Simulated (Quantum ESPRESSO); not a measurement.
**Equation of state of polar LiNbO3**

How stiff is polar LiNbO3 under hydrostatic load? Each row relaxes cell and atoms at a set pressure. The phase is followed to these pressures whether or not it stays the stable one.

Calculated with Quantum ESPRESSO 7.5, PBEsol, PseudoDojo 0.4.1 norm-conserving potentials, cutoff 1170 eV, Fermi–Dirac smearing 0.02 eV, k-mesh 7×7×7, no spin polarisation, no spin-orbit coupling.

Reference cell, relaxed at zero pressure with PBEsol (R3c): a = 5.4763 Å, b = 5.4763 Å, c = 5.4763 Å, α = 55.87°, β = 55.87°, γ = 55.87°.

```csv
atom,x,y,z
Nb,0.0007,0.0007,0.0007
Nb,0.5007,0.5007,0.5007
O,0.2803,0.6389,0.8898
O,0.6389,0.8898,0.2803
O,0.8898,0.2803,0.6389
O,0.3898,0.1389,0.7803
O,0.7803,0.3898,0.1389
O,0.1389,0.7803,0.3898
Li,0.7184,0.7184,0.7184
Li,0.2184,0.2184,0.2184
```

| V (Å³/atom) | V/V0 | P (GPa) | E − E0 (meV/atom) |
| --- | --- | --- | --- |
| 10.9164 | 1.0396 | −3.968 | 5.4 |
| 10.0893 | 0.9609 | 4.985 | 6.2 |
| 9.7533 | 0.9289 | 9.984 | 21.8 |
| 9.4633 | 0.9012 | 14.984 | 44.4 |
| 9.2071 | 0.8768 | 19.986 | 72.3 |

V0 = 10.5003 Å³ an atom, where the residual pressure P0 is +0.002 GPa. **Question.** Fit the Birch–Murnaghan law and give the pressure and the energy at V = 8.7621 Å³ an atom, a row left out above.

With the Eulerian strain f = ½[(V0/V)^(2/3) − 1] and F = (P − P0)/[3f(1 + 2f)^(5/2)], the third-order law is the line F = B0 + (3/2) B0 (B′ − 4) f.

```csv
f,F (GPa)
0.04579,116.87
0.03589,117.00
0.02521,116.69
0.01349,115.22
−0.01279,110.41
```

A straight line through the 5 rows: the means are 0.02152 for f and 115.24 for F, Σ(Δx)² = 0.002051 and ΣΔxΔy = 0.2361, so the slope is 0.2361/0.002051 = 115.12 and the intercept 115.24 − (115.12)(0.02152) = 112.76.

Hence B0 = 112.8 GPa and B′ = 4 + (115.1)/(1.5 × 112.8) = 4.68. For the withheld volume f = 0.06411, F = 120.14 GPa and P = 31.24 GPa, an extrapolation past the fitted rows. The run itself gives 29.99 GPa, so the estimate misses by 1.25 GPa, more than the largest misfit of the fitted rows (0.20 GPa).

Integrating the same law gives E − E0 = (9/2) B0 V0 f²[1 + (B′ − 4) f] + P0(V0 − V), with 1 GPa Å³ = 6.2415 meV: 142.7 meV an atom. The run itself gives 141.3 meV, so the estimate misses by 1.4 meV, more than the largest misfit of the fitted rows (0.5 meV).

Measured volume: 10.621 Å³ an atom (doi:10.1107/S0108768193012820, 300 K), so V0 is −1.1 % off. A stiffness follows the volume as d ln B/d ln V = −B′, which moves B0 by about −5 % when it is taken at the measured volume.

The calculation is for a static lattice, while measurements hold thermal and zero-point motion.

[Logs are printed without paths, hosts, clocks, repeated set-up lines and the standing remarks that a program may print on its own settings, such as how far it seeks lower states.]
